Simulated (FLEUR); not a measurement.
# Collinear magnetic orders of GdRu2 with FLEUR, part 2 of 2

Does GdRu2 prefer parallel or opposed moments?

FLEUR MaX-R8.1; LDA (VWN) with U = 3.6 eV on Gd f; all-electron FLAPW, Dirac cores, scalar-relativistic bands.

So far. Step 2 (Order 1, typed as ferro ++): After 27 cycles the largest moment stands at 7.09 μB.

### 3. Order 2, typed as antiferro +-

Another pattern of signs weighs the neighbour shells otherwise.

inp.xml

```
<?xml version="1.0" encoding="UTF-8" standalone="no"?>
<fleurInput fleurInputVersion="0.39">
   <comment>
      GdRu2
   </comment>
   <calculationSetup>
      <cutoffs Kmax="3.6" Gmax="10.8" GmaxXC="10.8" numbands="0"/>
      <scfLoop itmax="130" minDistance="0.0001" maxIterBroyd="15" imix="Anderson" alpha="0.05" precondParam="0.0" spinf="2.0" sdNocoIR="T"/>
      <coreElectrons ctail="T" frcor="F" kcrel="0" coretail_lmax="0"/>
      <xcFunctional name="vwn" relativisticCorrections="F"/>
      <magnetism jspins="2"/>
      <soc l_soc="F" theta="0.0" phi="0.0" spav="F"/>
      <expertModes spex="0" secvar="F"/>
      <geometryOptimization l_f="F" forcealpha="1.0" forcemix="BFGS" epsdisp="0.00001" epsforce="0.00001"/>
      <ldaU l_linMix="F" mixParam="0.05" spinf="1.0"/>
   </calculationSetup>
   <cell>
      <bzIntegration valenceElectrons="92.0" mode="hist" fermiSmearingEnergy="0.00293995">
         <kPointListSelection listName="default-1"/>
         <xi:include xmlns:xi="http://www.w3.org/2001/XInclude" href="kpts.xml"> </xi:include>
      </bzIntegration>
      <xi:include xmlns:xi="http://www.w3.org/2001/XInclude" href="sym.xml"> </xi:include>
      <bulkLattice scale="1.0">
         <bravaisMatrix>
            <row-1>    5.0452222777843287     2.9128604401891507     8.2179393667008007</row-1>
            <row-2>   -5.0452222777843287     2.9128604401891507     8.2179393667008007</row-2>
            <row-3>    0.0000000000000000    -5.8257208803971992     8.2179393667008007</row-3>
         </bravaisMatrix>
      </bulkLattice>
   </cell>
   <atomSpecies>
      <species name="Gadolinium7.000" element="Gd" atomicNumber="64">
         <mtSphere radius="2.8" gridPoints="925" logIncrement="0.014"/>
         <atomicCutoffs lmax="10" lnonsphr="8"/>
         <electronConfig flipSpins="F">
            <coreConfig>(1s1/2) (2s1/2) (2p1/2) (2p3/2) (3s1/2) (3p1/2) (3p3/2) (4s1/2) (3d3/2) (3d5/2) (4p1/2) (4p3/2) (4d3/2) (4d5/2)</coreConfig>
            <valenceConfig>(5s1/2) (5p1/2) (5p3/2) (6s1/2) (4f5/2) (4f7/2) (5d3/2) (5d5/2)</valenceConfig>
            <stateOccupation state="(4f5/2)" spinUp="2.5" spinDown="0.5"/>
            <stateOccupation state="(4f7/2)" spinUp="4.0" spinDown="0.0"/>
            <stateOccupation state="(5d3/2)" spinUp="0.4" spinDown="0.0"/>
            <stateOccupation state="(5d5/2)" spinUp="0.6" spinDown="0.0"/>
         </electronConfig>
         <energyParameters s="6" p="6" d="5" f="4"/>
         <ldaU l="3" U="3.6" J="0.0" l_amf="F"/>
         <lo type="SCLO" l="0" n="5" eDeriv="0"/>
         <lo type="SCLO" l="1" n="5" eDeriv="0"/>
      </species>
      <species name="Gadolinium-7.000" element="Gd" atomicNumber="64">
         <mtSphere radius="2.8" gridPoints="925" logIncrement="0.014"/>
         <atomicCutoffs lmax="10" lnonsphr="8"/>
         <electronConfig flipSpins="F">
            <coreConfig>(1s1/2) (2s1/2) (2p1/2) (2p3/2) (3s1/2) (3p1/2) (3p3/2) (4s1/2) (3d3/2) (3d5/2) (4p1/2) (4p3/2) (4d3/2) (4d5/2)</coreConfig>
            <valenceConfig>(5s1/2) (5p1/2) (5p3/2) (6s1/2) (4f5/2) (4f7/2) (5d3/2) (5d5/2)</valenceConfig>
            <stateOccupation state="(4f5/2)" spinUp="0.5" spinDown="2.5"/>
            <stateOccupation state="(4f7/2)" spinUp="0.0" spinDown="4.0"/>
            <stateOccupation state="(5d3/2)" spinUp="0.0" spinDown="0.4"/>
            <stateOccupation state="(5d5/2)" spinUp="0.0" spinDown="0.6"/>
         </electronConfig>
         <energyParameters s="6" p="6" d="5" f="4"/>
         <ldaU l="3" U="3.6" J="0.0" l_amf="F"/>
         <lo type="SCLO" l="0" n="5" eDeriv="0"/>
         <lo type="SCLO" l="1" n="5" eDeriv="0"/>
      </species>
      <species name="Ruthenium (Ru)" element="Ru" atomicNumber="44">
         <mtSphere radius="2.46" gridPoints="813" logIncrement="0.016"/>
         <atomicCutoffs lmax="10" lnonsphr="8"/>
         <electronConfig flipSpins="F">
            <coreConfig>(1s1/2) (2s1/2) (2p1/2) (2p3/2) (3s1/2) (3p1/2) (3p3/2) (4s1/2) (3d3/2) (3d5/2)</coreConfig>
            <valenceConfig>(4p1/2) (4p3/2) (5s1/2) (4d3/2) (4d5/2)</valenceConfig>
            <stateOccupation state="(5s1/2)" spinUp="0.500000" spinDown="0.500000"/>
            <stateOccupation state="(4d3/2)" spinUp="1.400000" spinDown="1.400000"/>
            <stateOccupation state="(4d5/2)" spinUp="2.100000" spinDown="2.100000"/>
         </electronConfig>
         <energyParameters s="5" p="5" d="4" f="4"/>
         <lo type="SCLO" l="1" n="4" eDeriv="0"/>
      </species>
   </atomSpecies>
   <atomGroups>
      <atomGroup species="Gadolinium7.000">
         <relPos label="                   1">.3750507400 .3750507400 .3750507400</relPos>
         <force calculate="T" relaxXYZ="TTT"/>
      </atomGroup>
      <atomGroup species="Gadolinium-7.000">
         <relPos label="                   2">-.3749924300 -.3749924300 -.3749924300</relPos>
         <force calculate="T" relaxXYZ="TTT"/>
      </atomGroup>
      <atomGroup species="Ruthenium (Ru)">
         <relPos label="                   3">-.0000041200 -.0000041200 -.0000041200</relPos>
         <force calculate="T" relaxXYZ="TTT"/>
      </atomGroup>
      <atomGroup species="Ruthenium (Ru)">
         <relPos label="                   4">.0000489500 .0000489500 -.4999958600</relPos>
         <relPos label="                   5">-.4999958600 .0000489500 .0000489500</relPos>
         <relPos label="                   6">.0000489500 -.4999958600 .0000489500</relPos>
         <force calculate="T" relaxXYZ="TTT"/>
      </atomGroup>
   </atomGroups>
   <output dos="F" band="F" slice="F">
      <bandDOS minEnergy="-.5*Htr" maxEnergy="0.5*Htr" sigma="0.015" storeEVData="T"/>
      <plotting iplot="0" polar="F">
         <plot TwoD="T" vec1="  1.0  0.0  0.0" vec2="  0.0  1.0  0.0" vec3="  0.0  0.0  1.0" zero="  0.0  0.0  0.0" file="plot"/>
      </plotting>
      <moessbauerParams electricFieldGradient="F" isomerShift="F" coreHyperfine="F" valenceHyperfine="F"/>
   </output>
</fleurInput>
```

crystal.txt

```
GdRu2
&input film=F cartesian=F /
2.66981665338  1.54141936351  4.34874623350
-2.66981665338  1.54141936351  4.34874623350
0.00000000000  -3.08283872703  4.34874623350
1.8897261246
1.0 1.0 1.0

6
64 0.37505074000  0.37505074000  0.37505074000 : 7.000
64 0.62500757000  0.62500757000  0.62500757000 : -7.000
44 0.99999588000  0.99999588000  0.99999588000
44 0.00004895000  0.00004895000  0.50000414000
44 0.50000414000  0.00004895000  0.00004895000
44 0.00004895000  0.50000414000  0.00004895000

&kpt div1=6 div2=6 div3=6 gamma=T /
```

On the command line:

```sh
$ OMP_NUM_THREADS=1 inpgen -f crystal.txt > inpgen.log  # inp.xml is then edited as shown
$ OMP_NUM_THREADS=1 mpirun -n 4 fleur_MPI > fleur.log
```

The program printed:

```text
[banner, memory and clock lines left out]
Welcome to FLEUR        (www.flapw.de)
      MaX-Release 8.1          (www.max-centre.eu)

 ========== k-point set info ==========
 Selected k-point list: default-1
 k-point list type: mesh
 6 x 6 x 6
 Number of k points: 32

 ------------Calculation Setup---------------------------
 Number of PE/node        :            4
 Number of OMP-threads    :            1
 k-points in parallel     :            4
 pe's per k-point         :            1
 No of k-point loops      :            8
 Eigenvalue solver        :       lapack
 Number of basis functions:          624
 Approximate size of matrices (H+S) per k-point:         0.012 GB
 Iteration:     1   Distance:      19.68159013 me/bohr^3
 Iteration:     2   Distance:      18.89134652 me/bohr^3
 Iteration:     3   Distance:      14.98871289 me/bohr^3
 Iteration:     4   Distance:       7.42818897 me/bohr^3
 Iteration:     5   Distance:       7.71862886 me/bohr^3
 Iteration:     6   Distance:       2.61100459 me/bohr^3
 Iteration:     7   Distance:       1.16443786 me/bohr^3
 Iteration:     8   Distance:       0.95728456 me/bohr^3
 Iteration:     9   Distance:       0.65599491 me/bohr^3
 Iteration:    10   Distance:       0.37801319 me/bohr^3
 Iteration:    11   Distance:       0.12316021 me/bohr^3
 Iteration:    12   Distance:       0.07498411 me/bohr^3
 Iteration:    13   Distance:       0.02341223 me/bohr^3
 Iteration:    14   Distance:       0.01912646 me/bohr^3
 Iteration:    15   Distance:       0.01239686 me/bohr^3
 Iteration:    16   Distance:       0.00962088 me/bohr^3
 Iteration:    17   Distance:       0.00928114 me/bohr^3
 Iteration:    18   Distance:       0.00534257 me/bohr^3
 Iteration:    19   Distance:       0.00343016 me/bohr^3
 Iteration:    20   Distance:       0.00112454 me/bohr^3
 Iteration:    21   Distance:       0.00049996 me/bohr^3
 Iteration:    22   Distance:       0.00018780 me/bohr^3
 Iteration:    23   Distance:       0.00010209 me/bohr^3
 Iteration:    24   Distance:       0.00003556 me/bohr^3

 ********************************************************************
 Run finished successfully
 Stop message:
   all done
 ********************************************************************

--- out.xml (last complete iteration) ---
<iteration numberForCurrentRun="   24" overallNumber="   24">
         [... left out ...]
         <bandgap value="0.0000056502" units="eV"/>
         <sumValenceSingleParticleEnergies value="-19.3403607978" units="Htr"/>
         <FermiEnergy value="0.4299523953" units="Htr"/>
         <valenceDensity>
            <mtCharges spin="1">
               <mtCharge atomType="1" total="11.6510239" s="1.1139421" p="3.0125476" d="0.5438215" f="6.9741299"/>
               <mtCharge atomType="2" total="4.5897672" s="1.1029020" p="2.9850824" d="0.4239949" f="0.0710976"/>
               <mtCharge atomType="3" total="6.2997042" s="0.2063952" p="3.1280240" d="2.9395214" f="0.0200746"/>
               <mtCharge atomType="4" total="6.2993721" s="0.2060608" p="3.1274393" d="2.9403990" f="0.0198560"/>
            </mtCharges>
            <mtCharges spin="2">
               <mtCharge atomType="1" total="4.5897625" s="1.1029015" p="2.9850820" d="0.4239919" f="0.0710971"/>
               <mtCharge atomType="2" total="11.6510302" s="1.1139427" p="3.0125482" d="0.5438262" f="6.9741301"/>
               <mtCharge atomType="3" total="6.2996911" s="0.2063951" p="3.1280244" d="2.9395077" f="0.0200747"/>
               <mtCharge atomType="4" total="6.2993742" s="0.2060608" p="3.1274395" d="2.9404009" f="0.0198559"/>
            </mtCharges>
            <spinDependentCharge spin="1" total="46.0000022" interstitial="4.5613904" mtSpheres="41.4386118"/>
            <spinDependentCharge spin="2" total="45.9999978" interstitial="4.5613914" mtSpheres="41.4386063"/>
            <totalCharge value="92.0000000000"/>
         </valenceDensity>
         [... left out ...]
         <magneticMomentsInMTSpheres units="muBohr">
            <globalMagMoment atomType="1" vec="0.00000   0.00000   7.06126"/>
            <localMagMoment atomType="1" vec="0.00000   0.00000   7.06126"/>
            <globalMagMoment atomType="2" vec="0.00000   0.00000  -7.06126"/>
            <localMagMoment atomType="2" vec="0.00000   0.00000  -7.06126"/>
            <globalMagMoment atomType="3" vec="0.00000   0.00000   0.00001"/>
            <localMagMoment atomType="3" vec="0.00000   0.00000   0.00001"/>
            <globalMagMoment atomType="4" vec="0.00000   0.00000   0.00000"/>
            <localMagMoment atomType="4" vec="0.00000   0.00000   0.00000"/>
         </magneticMomentsInMTSpheres>
         [... left out ...]
         <totalEnergy value="   -40655.9006396205" units="Htr">
            <sumOfEigenvalues value="   -24641.0501964858">
               <coreElectrons value="-24621.7098356880"/>
               <valenceElectrons value="-19.3403607978"/>
            </sumOfEigenvalues>
            <densityCoulombPotentialIntegral value="-66728.9992402546"/>
            <densityEffectivePotentialIntegral value="-68059.5217326784"/>
            <chargeDenXCDenIntegral value="-1003.2008243854"/>
            <FockExchangeEnergyValence value="0.0000000000"/>
            <FockExchangeEnergyCore value="0.0000000000"/>
         [... left out ...]
            <dftUCorrection value="-0.9193505889"/>
            <tkbTimesEntropy value="0.0053239324"/>
            <freeEnergy value="-40655.9059635529"/>
            <extrapolationTo0K value="-40655.9033015867"/>
         </totalEnergy>
         [... left out ...]
         <ldaUDensityMatrixConvergence>
            <distance spin="1" distance="0.000002"/>
            <distance spin="2" distance="0.000002"/>
         </ldaUDensityMatrixConvergence>
         <densityConvergence units="me/bohr^3">
            <chargeDensity spin="1" distance="0.0000223905"/>
            <chargeDensity spin="2" distance="0.0000231515"/>
            <overallChargeDensity distance="0.0000355590"/>
            <spinDensity distance="0.0000284643"/>
         </densityConvergence>
      </iteration>
```

The job ended after 1.7 min (4 MPI ranks of AMD EPYC 9R45, shared host; peak memory 0.64 GiB).

Spin moment in the muffin-tin sphere by atom:

```csv
atom,spin moment in the muffin-tin sphere (μB)
Gd1,7.06
Gd2,-7.06
Ru3,0.00
Ru4,0.00
Ru5,0.00
Ru6,0.00
```

Read from the output:

```yaml
free_energy: -1106303.5604 eV
program_s_band_gap_on_this_mesh_in_a_metal_only_a_level_spacing: 5.65e-6 eV
magnetization: 0 μB
final_state: antiferromagnetic
```

It lies 12.8 meV a seeded atom over the first start, and its largest moment is 7.06 μB against 7.09 μB.

### 4. The states side by side

Free energies are divided by the number of seeded atoms.

Orders:

```
       start                                  final state  typed order kept  energy over the lowest (meV a seeded atom)  largest sphere moment (μB)  net moment (μB a primitive cell)  mesh matched  CPU time (s)
    ferro ++  ferromagnetic, with opposed induced moments               yes                                           0                       7.091                             13.67           yes         287.5
antiferro +-                            antiferromagnetic               yes                                       12.77                       7.061                                 0           yes         402.6
```

### 5. Outcome

- lowest state found: ferromagnetic (typed ferro ++)
- largest site spin moment: 7.09 μB
- next finished state: antiferromagnetic, 12.8 meV a seeded atom higher

**Reading.** The lowest state found is ferromagnetic, reached from the start ferro ++, with moments up to 7.09 μB. The next finished state costs 13 meV a seeded atom. This is the lowest of 2 finished starts, no proof of the ground state. The f shell is half filled, so the spin-only picture is fair.

[Logs and program files are shortened in this print: banners, set-up blocks, solver, clock and traceback lines can be left out without a mark of their own.]

[Logs are printed without paths, hosts, clocks, repeated set-up lines and the standing remarks that a program may print on its own settings, such as how far it seeks lower states.]

[Hosts, paths, dates, database ids (printed as entryN), source tags and the programs' standing remarks are cut or masked in the printed files.]

[Where a cell is said to come from a database of computed structures, the database is the Materials Project.]
